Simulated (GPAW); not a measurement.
## In K-edge XANES of InRh (Pm-3m)

What does one-electron theory with a core hole give for the In K edge of InRh (Pm-3m)?

Method: X-ray absorption from dipole matrix elements to empty bands, plane-wave PAW LDA, in GPAW 26.7.0.

This is a report of a sequence of runs, with most program output left out.

### 1. Set-up

It takes space group Pm-3m (No. 221, cubic). The conventional cell has a = 3.196 Å, b = 3.196 Å, c = 3.196 Å, α = 90.00°, β = 90.00°, γ = 90.00°. Nearest to In lie 8 Rh at 2.77 Å. Nearest to Rh lie 8 In at 2.77 Å. Farther neighbours are not listed.

Structure file:

```
In Rh
1.0
     3.19600    0.00000    0.00000
     0.00000    3.19600    0.00000
     0.00000    0.00000    3.19600
In Rh
1 1
Direct
  0.50000 0.50000 0.50000
  0.00000 0.00000 0.00000
```

### 2. Ground state of the crystal

A plain self-consistent run shows whether there is a gap, which decides the set-up of the core-hole run.

Contents of scf.py:

```python
import numpy as np
from ase import Atoms
from ase.parallel import parprint, paropen
from gpaw import GPAW, PW, FermiDirac, Mixer, MixerDif, setup_paths
from gpaw.test import gen
setup_paths.insert(0, '.')
gen('In', name='nch1s', xcname='LDA', corehole=(1, 0, 0), write_xml=True)
from gpaw.mpi import world
world.barrier()

atoms = Atoms('InRh',
    cell=[[3.196, 0, 0],
     [0, 3.196, 0],
     [0, 0, 3.196]],
    scaled_positions=[[0.5, 0.5, 0.5],
     [0, 0, 0]],
    pbc=True)
atoms.calc = calc = GPAW(legacy_gpaw=True, mode=PW(430), xc='LDA', setups={0: 'nch1s'},
    kpts={'size': (8, 8, 8), 'gamma': True}, occupations=FermiDirac(0.05),
    charge=0, mixer=Mixer(0.1, 5, 50), maxiter=150,
    convergence={'density': 0.0001}, txt='scf.txt')
energy = atoms.get_potential_energy() + calc.get_reference_energy()
ef = calc.get_fermi_level()
out = dict(energy=energy, fermi=ef, forces=atoms.get_forces().tolist())
parprint(f'all-electron energy {energy:.4f} eV, Fermi level {ef:.4f} eV')
ev = np.array([[calc.get_eigenvalues(k, s) for k in range(len(calc.get_ibz_k_points()))] for s in range(calc.get_number_of_spins())])
out['homo'], out['lumo'], out['counts'] = ev[ev < ef].max(), ev[ev > ef].min(), sorted(set((ev < ef).sum((0, 2)).tolist()))
out['filled'] = (ev[:, 0] < ef).sum(1).tolist()
import json
with paropen('out.json', 'w') as f:
    json.dump(out, f)
```

Launch:

```
OMP_NUM_THREADS=1 mpirun -n 4 gpaw python scf.py
```

The job ended after 5.2 s (4 MPI ranks of Arm Neoverse V2, shared host; peak memory 0.16 GiB).

The mesh shows no gap, so the system is treated as a metal and the core electron is put at the Fermi level (neutral cell).

### 3. Spectrum without a core hole, In atom 1

This cheap baseline ignores the attraction of the hole: it shows the absorber's empty states as they are in the ground state. The data set with a hole of occupation 0 only carries the core orbital.

The absorber has 8 Rh at 2.77 Å and 6 In at 3.20 Å (cube and octahedron, as in bcc, site symmetry m-3m).

Contents of xas.py:

```python
import numpy as np
from ase import Atoms
from ase.parallel import parprint, paropen
from gpaw import GPAW, PW, FermiDirac, Mixer, MixerDif, setup_paths
from gpaw.test import gen
setup_paths.insert(0, '.')
gen('In', name='nch1s', xcname='LDA', corehole=(1, 0, 0), write_xml=True)
from gpaw.mpi import world
world.barrier()

atoms = Atoms('InRh',
    cell=[[3.196, 0, 0],
     [0, 3.196, 0],
     [0, 0, 3.196]],
    scaled_positions=[[0.5, 0.5, 0.5],
     [0, 0, 0]],
    pbc=True)
atoms.calc = calc = GPAW(legacy_gpaw=True, mode=PW(430), xc='LDA', setups={0: 'nch1s'},
    kpts={'size': (11, 11, 11), 'gamma': True}, occupations=FermiDirac(0.1),
    charge=0, mixer=Mixer(0.1, 5, 50), maxiter=150,
    convergence={'density': 0.0001}, txt='scf.txt')
energy = atoms.get_potential_energy() + calc.get_reference_energy()
ef = calc.get_fermi_level()
out = dict(energy=energy, fermi=ef, forces=atoms.get_forces().tolist())
parprint(f'all-electron energy {energy:.4f} eV, Fermi level {ef:.4f} eV')
ev = np.array([[calc.get_eigenvalues(k, s) for k in range(len(calc.get_ibz_k_points()))] for s in range(calc.get_number_of_spins())])
out['homo'], out['lumo'], out['counts'] = ev[ev < ef].max(), ev[ev > ef].min(), sorted(set((ev < ef).sum((0, 2)).tolist()))
out['filled'] = (ev[:, 0] < ef).sum(1).tolist()

from ase.units import Ha
from gpaw.xas import dipole_matrix_elements
nb = int(calc.get_number_of_electrons() / 2) + 28
top = nb
nscf = calc.fixed_density(kpts={'size': (8, 8, 8), 'gamma': True},
    convergence={'eigenstates': 1.0}, txt='nscf.txt')
nscf.diagonalize_full_hamiltonian(nbands=nb)
cell = atoms.cell.array
ops = [cell.T @ U.T @ np.linalg.inv(cell.T) for U in nscf.wfs.kd.symmetry.op_scc]
E = np.arange(-25, 34, 0.1)
fwhm = np.interp(E, [4, 25], [7.91, 7.91])
Y, X, zero, highest = 0, 0, 1e9, 1e9
for spin in range(nscf.get_number_of_spins()):
    wfs = nscf.wfs
    A = dipole_matrix_elements(wfs.setups[0])
    eps = np.zeros((wfs.kd.nibzkpts, nb))
    d = np.zeros((3, A.shape[1], wfs.kd.nibzkpts, nb), complex)
    for kpt in wfs.kpt_u:
        if kpt.s == spin and 0 in kpt.P_ani:
            eps[kpt.k] = kpt.eps_n * Ha
            d[:, :, kpt.k] = (kpt.weight * wfs.nspins / 2) ** 0.5 * np.inner(A, kpt.P_ani[0])
    world.sum(eps)
    world.sum(d)
    T = np.einsum('amkn,bmkn->abkn', d, d.conj()).real
    T = sum(np.einsum('ai,ijkn,bj->abkn', R, T, R) for R in ops) / len(ops)
    empty = eps > ef
    zero, highest = min(zero, eps[empty].min()), min(highest, eps[:, top - 1].min())
    lines = [(eps, T, empty)] if spin == 0 else lines + [(eps, T, empty)]
for eps, T, empty in lines:
    f = np.einsum('aakn->akn', T).reshape(3, -1)
    x = eps.ravel() - zero
    w = np.interp(x, E, fwhm) / 2.35482
    g = np.exp(-0.5 * ((E[:, None] - x) / w) ** 2) / (w * (2 * np.pi) ** 0.5)
    Y = Y + (f * empty.ravel()) @ g.T
    X = X + (f * ~empty.ravel()) @ g.T
out.update(E=E.round(2).tolist(), xas=Y.tolist(), xes=X.tolist(), zero=zero, valid=highest - zero, nk=len(eps), nb=nb)
for i in range(0, len(E), 10):
    parprint(f'{E[i]:7.2f}', *(f'{v:10.3e}' for v in Y[:, i]))
import json
with paropen('out.json', 'w') as f:
    json.dump(out, f)
```

Launch:

```
OMP_NUM_THREADS=1 mpirun -n 4 gpaw python xas.py
```

It took 12 s on 4 MPI ranks; peak memory 0.23 GiB; 48 s of CPU time.

The In K spectrum, In atom 1, no core hole (energy from the lowest empty level; intensity scaled to a mean of 1 over the first 20 eV):

| E (eV) | intensity |
| --- | --- |
| -2.0 | 0.19 |
| -1.0 | 0.27 |
| 0.0 | 0.38 |
| 1.0 | 0.50 |
| 2.0 | 0.63 |
| 3.0 | 0.77 |
| 4.0 | 0.91 |
| 5.0 | 1.04 |
| 6.0 | 1.14 |
| 7.0 | 1.22 |
| 8.0 | 1.26 |
| 9.0 | 1.26 |
| 10.0 | 1.24 |
| 11.0 | 1.20 |
| 12.0 | 1.15 |
| 13.0 | 1.10 |
| 14.0 | 1.05 |
| 15.0 | 1.01 |
| 16.0 | 0.97 |
| 17.0 | 0.95 |
| 18.0 | 0.93 |
| 19.0 | 0.93 |
| 20.0 | 0.93 |
| 21.0 | 0.93 |
| 22.0 | 0.94 |
| 23.0 | 0.96 |
| 24.0 | 0.97 |
| 25.0 | 0.99 |
| 26.0 | 1.01 |
| 27.0 | 1.03 |
| 28.0 | 1.05 |
| 29.0 | 1.05 |
| 30.0 | 1.05 |
| 31.0 | 1.04 |
| 32.0 | 1.02 |

Main maxima below 30 eV (height): 8.8 eV (1.27) and 29.2 eV (1.05). A K edge sees empty p states on the absorber.

The same matrix elements for filled bands give the In K emission of In atom 1 (ground-state approximation; energy from the lowest empty level, largest value 1):

| E (eV) | emission |
| --- | --- |
| -24.00 | 0.00 |
| -23.25 | 0.00 |
| -22.50 | 0.00 |
| -21.75 | 0.00 |
| -21.00 | 0.00 |
| -20.25 | 0.00 |
| -19.50 | 0.00 |
| -18.75 | 0.00 |
| -18.00 | 0.00 |
| -17.25 | 0.01 |
| -16.50 | 0.01 |
| -15.75 | 0.01 |
| -15.00 | 0.02 |
| -14.25 | 0.03 |
| -13.50 | 0.04 |
| -12.75 | 0.06 |
| -12.00 | 0.09 |
| -11.25 | 0.13 |
| -10.50 | 0.19 |
| -9.75 | 0.26 |
| -9.00 | 0.35 |
| -8.25 | 0.46 |
| -7.50 | 0.58 |
| -6.75 | 0.70 |
| -6.00 | 0.81 |
| -5.25 | 0.90 |
| -4.50 | 0.97 |
| -3.75 | 1.00 |
| -3.00 | 0.99 |
| -2.25 | 0.94 |
| -1.50 | 0.85 |
| -0.75 | 0.74 |
| 0.00 | 0.62 |
| 0.75 | 0.49 |
| 1.50 | 0.38 |
| 2.25 | 0.28 |
| 3.00 | 0.20 |

Emission maxima: -3.6 eV (1.00).

### 4. Reference energy of the supercell

The photon energy needs a difference of total energies, so the cell and mesh of the coming hole run are first run without a hole.

Edit scf.py of step 2 so:

```diff
@@ -10,11 +10,27 @@
 
-atoms = Atoms('InRh',
-    cell=[[3.196, 0, 0],
-     [0, 3.196, 0],
-     [0, 0, 3.196]],
-    scaled_positions=[[0.5, 0.5, 0.5],
-     [0, 0, 0]],
+atoms = Atoms('In9Rh9',
+    cell=[[3.196, 0, 6.392],
+     [-6.392, 3.196, 0],
+     [0, -6.392, 3.196]],
+    scaled_positions=[[0.38888889, 0.94444444, 0.72222222],
+     [0.83333333, 0.16666667, 0.83333333],
+     [0.72222222, 0.61111111, 0.05555556],
+     [0.61111111, 0.05555556, 0.27777778],
+     [0.27777778, 0.38888889, 0.94444444],
+     [0.5, 0.5, 0.5],
+     [0.16666667, 0.83333333, 0.16666667],
+     [0.05555556, 0.27777778, 0.38888889],
+     [0.94444444, 0.72222222, 0.61111111],
+     [0, 0, 0],
+     [0.44444444, 0.22222222, 0.11111111],
+     [0.33333333, 0.66666667, 0.33333333],
+     [0.22222222, 0.11111111, 0.55555556],
+     [0.88888889, 0.44444444, 0.22222222],
+     [0.11111111, 0.55555556, 0.77777778],
+     [0.77777778, 0.88888889, 0.44444444],
+     [0.66666667, 0.33333333, 0.66666667],
+     [0.55555556, 0.77777778, 0.88888889]],
     pbc=True)
 atoms.calc = calc = GPAW(legacy_gpaw=True, mode=PW(430), xc='LDA', setups={0: 'nch1s'},
-    kpts={'size': (8, 8, 8), 'gamma': True}, occupations=FermiDirac(0.05),
+    kpts={'size': (4, 4, 4), 'gamma': True}, occupations=FermiDirac(0.1),
     charge=0, mixer=Mixer(0.1, 5, 50), maxiter=150,
```

Launch:

```
OMP_NUM_THREADS=1 mpirun -n 4 gpaw python scf.py
```

Elapsed: 5.7 min, on 4 MPI ranks; peak memory 0.56 GiB.

Reference energy: -2608707.727 eV with the cores included.

### 5. Spectrum with XCH, In atom 1

The holes are 7.1 Å apart. In GPAW the data set carries the hole's charge, so charge=0 means a charged cell and charge=-1 a neutral one. The excited electron is kept in the cell, where it fills the lowest empty states and screens the hole. After the field has converged, empty bands are computed with the density fixed and the dipole matrix elements are summed.

Edit xas.py of step 3 so:

```diff
@@ -6,3 +6,3 @@
 setup_paths.insert(0, '.')
-gen('In', name='nch1s', xcname='LDA', corehole=(1, 0, 0), write_xml=True)
+gen('In', name='fch1s', xcname='LDA', corehole=(1, 0, 1), write_xml=True)
 from gpaw.mpi import world
@@ -10,12 +10,28 @@
 
-atoms = Atoms('InRh',
-    cell=[[3.196, 0, 0],
-     [0, 3.196, 0],
-     [0, 0, 3.196]],
-    scaled_positions=[[0.5, 0.5, 0.5],
-     [0, 0, 0]],
+atoms = Atoms('In9Rh9',
+    cell=[[3.196, 0, 6.392],
+     [-6.392, 3.196, 0],
+     [0, -6.392, 3.196]],
+    scaled_positions=[[0.38888889, 0.94444444, 0.72222222],
+     [0.83333333, 0.16666667, 0.83333333],
+     [0.72222222, 0.61111111, 0.05555556],
+     [0.61111111, 0.05555556, 0.27777778],
+     [0.27777778, 0.38888889, 0.94444444],
+     [0.5, 0.5, 0.5],
+     [0.16666667, 0.83333333, 0.16666667],
+     [0.05555556, 0.27777778, 0.38888889],
+     [0.94444444, 0.72222222, 0.61111111],
+     [0, 0, 0],
+     [0.44444444, 0.22222222, 0.11111111],
+     [0.33333333, 0.66666667, 0.33333333],
+     [0.22222222, 0.11111111, 0.55555556],
+     [0.88888889, 0.44444444, 0.22222222],
+     [0.11111111, 0.55555556, 0.77777778],
+     [0.77777778, 0.88888889, 0.44444444],
+     [0.66666667, 0.33333333, 0.66666667],
+     [0.55555556, 0.77777778, 0.88888889]],
     pbc=True)
-atoms.calc = calc = GPAW(legacy_gpaw=True, mode=PW(430), xc='LDA', setups={0: 'nch1s'},
-    kpts={'size': (11, 11, 11), 'gamma': True}, occupations=FermiDirac(0.1),
-    charge=0, mixer=Mixer(0.1, 5, 50), maxiter=150,
+atoms.calc = calc = GPAW(legacy_gpaw=True, mode=PW(430), xc='LDA', setups={0: 'fch1s'},
+    kpts={'size': (4, 4, 4), 'gamma': True}, occupations=FermiDirac(0.1),
+    charge=-1, mixer=Mixer(0.1, 5, 50), maxiter=150,
     convergence={'density': 0.0001}, txt='scf.txt')
@@ -31,10 +47,9 @@
 from gpaw.xas import dipole_matrix_elements
-nb = int(calc.get_number_of_electrons() / 2) + 28
-top = nb
-nscf = calc.fixed_density(kpts={'size': (8, 8, 8), 'gamma': True},
-    convergence={'eigenstates': 1.0}, txt='nscf.txt')
-nscf.diagonalize_full_hamiltonian(nbands=nb)
+nb = int(calc.get_number_of_electrons() / 2) + 222
+top, nb = nb, nb + 8 + nb // 12
+nscf = calc.fixed_density(kpts={'size': (4, 4, 4), 'gamma': True}, nbands=nb,
+    convergence={'bands': top, 'eigenstates': 1e-5}, maxiter=60, txt='nscf.txt')
 cell = atoms.cell.array
 ops = [cell.T @ U.T @ np.linalg.inv(cell.T) for U in nscf.wfs.kd.symmetry.op_scc]
-E = np.arange(-25, 34, 0.1)
+E = np.arange(-6, 34, 0.1)
 fwhm = np.interp(E, [4, 25], [7.91, 7.91])
```

Launch:

```
OMP_NUM_THREADS=1 mpirun -n 4 gpaw python xas.py
```

Wall time 19 min (4 MPI ranks); peak memory 1.1 GiB; 76 min of CPU time.

The In K spectrum, In atom 1, excited-electron core hole (neutral cell) (energy from the lowest empty level; intensity scaled to a mean of 1 over the first 20 eV):

| E (eV) | intensity |
| --- | --- |
| -2.00 | 0.25 |
| -1.25 | 0.34 |
| -0.50 | 0.43 |
| 0.25 | 0.54 |
| 1.00 | 0.66 |
| 1.75 | 0.78 |
| 2.50 | 0.89 |
| 3.25 | 1.00 |
| 4.00 | 1.10 |
| 4.75 | 1.18 |
| 5.50 | 1.24 |
| 6.25 | 1.27 |
| 7.00 | 1.28 |
| 7.75 | 1.27 |
| 8.50 | 1.24 |
| 9.25 | 1.20 |
| 10.00 | 1.15 |
| 10.75 | 1.10 |
| 11.50 | 1.05 |
| 12.25 | 1.00 |
| 13.00 | 0.96 |
| 13.75 | 0.93 |
| 14.50 | 0.90 |
| 15.25 | 0.88 |
| 16.00 | 0.87 |
| 16.75 | 0.86 |
| 17.50 | 0.86 |
| 18.25 | 0.86 |
| 19.00 | 0.87 |
| 19.75 | 0.87 |
| 20.50 | 0.88 |
| 21.25 | 0.89 |
| 22.00 | 0.90 |
| 22.75 | 0.91 |
| 23.50 | 0.93 |
| 24.25 | 0.94 |
| 25.00 | 0.96 |
| 25.75 | 0.97 |
| 26.50 | 0.98 |
| 27.25 | 0.99 |
| 28.00 | 1.00 |
| 28.75 | 0.99 |
| 29.50 | 0.99 |
| 30.25 | 0.97 |
| 31.00 | 0.95 |
| 31.75 | 0.93 |

Main maxima below 30 eV (height): 7.0 eV (1.28) and 28.0 eV (1.00). 

### 6. With and without the hole

Both curves are counted from their own zero, so only the shift of weight within the empty states shows.

| E (eV) | no hole | XCH |
| --- | --- | --- |
| -2.0 | 0.19 | 0.25 |
| -1.0 | 0.27 | 0.37 |
| 0.0 | 0.38 | 0.50 |
| 1.0 | 0.50 | 0.66 |
| 2.0 | 0.63 | 0.81 |
| 3.0 | 0.77 | 0.97 |
| 4.0 | 0.91 | 1.10 |
| 5.0 | 1.04 | 1.20 |
| 6.0 | 1.14 | 1.26 |
| 7.0 | 1.22 | 1.28 |
| 8.0 | 1.26 | 1.26 |
| 9.0 | 1.26 | 1.21 |
| 10.0 | 1.24 | 1.15 |
| 11.0 | 1.20 | 1.08 |
| 12.0 | 1.15 | 1.02 |
| 13.0 | 1.10 | 0.96 |
| 14.0 | 1.05 | 0.92 |
| 15.0 | 1.01 | 0.89 |
| 16.0 | 0.97 | 0.87 |
| 17.0 | 0.95 | 0.86 |
| 18.0 | 0.93 | 0.86 |
| 19.0 | 0.93 | 0.87 |
| 20.0 | 0.93 | 0.87 |
| 21.0 | 0.93 | 0.88 |
| 22.0 | 0.94 | 0.90 |
| 23.0 | 0.96 | 0.92 |
| 24.0 | 0.97 | 0.94 |
| 25.0 | 0.99 | 0.96 |
| 26.0 | 1.01 | 0.98 |
| 27.0 | 1.03 | 0.99 |
| 28.0 | 1.05 | 1.00 |
| 29.0 | 1.05 | 0.99 |
| 30.0 | 1.05 | 0.98 |
| 31.0 | 1.04 | 0.95 |
| 32.0 | 1.02 | 0.93 |

With each curve scaled to its own mean, the area from −2 to 6 eV with the hole is 6.4 against 5.2, and the centre of weight from −1 to 20 eV moves by -0.6 eV: the hole pulls the absorber's empty states down.

### 7. Outcome

- absorber and edge: In K, atom 1 of the ground-state input (counted from 1)
- surroundings: 8 Rh at 2.77 Å and 6 In at 3.20 Å (cube and octahedron, as in bcc, site symmetry m-3m)
- highest intensity below 24 eV: 7.0 eV above the zero, height 1.28

In words: The In K edge of atom 1, with 8 Rh at 2.77 Å and 6 In at 3.20 Å (cube and octahedron, as in bcc, site symmetry m-3m), has its highest intensity of the first 24 eV at 7.0 eV above the zero, 1.3 times the mean level of the first 20 eV (Gaussian full width 7.91 eV). With each curve scaled to its own mean, the area from −2 to 6 eV with the hole is 6.4 against 5.2, and the centre of weight from −1 to 20 eV moves by -0.6 eV: the hole pulls the absorber's empty states down. The script folds with a Gaussian, whereas the core hole's own line is a Lorentzian, so the onset is too steep and the first peak too high. The structure is a published determination, not relaxed.

[Logs are printed without paths, hosts, clocks, repeated set-up lines and the standing remarks that a program may print on its own settings, such as how far it seeks lower states.]

[Hosts, paths, dates, database ids (printed as entryN), source tags and the programs' standing remarks are cut or masked in the printed files.]

[Lists of maxima count a maximum above −3 eV only where it reaches 4 % of the highest in the window and stands out from its surroundings by 2 % of it (1.5 % where it reaches 55 %); shoulders and weaker maxima are passed over, and of the rest the first, up to two pre-edge ones and the few strongest are named.]
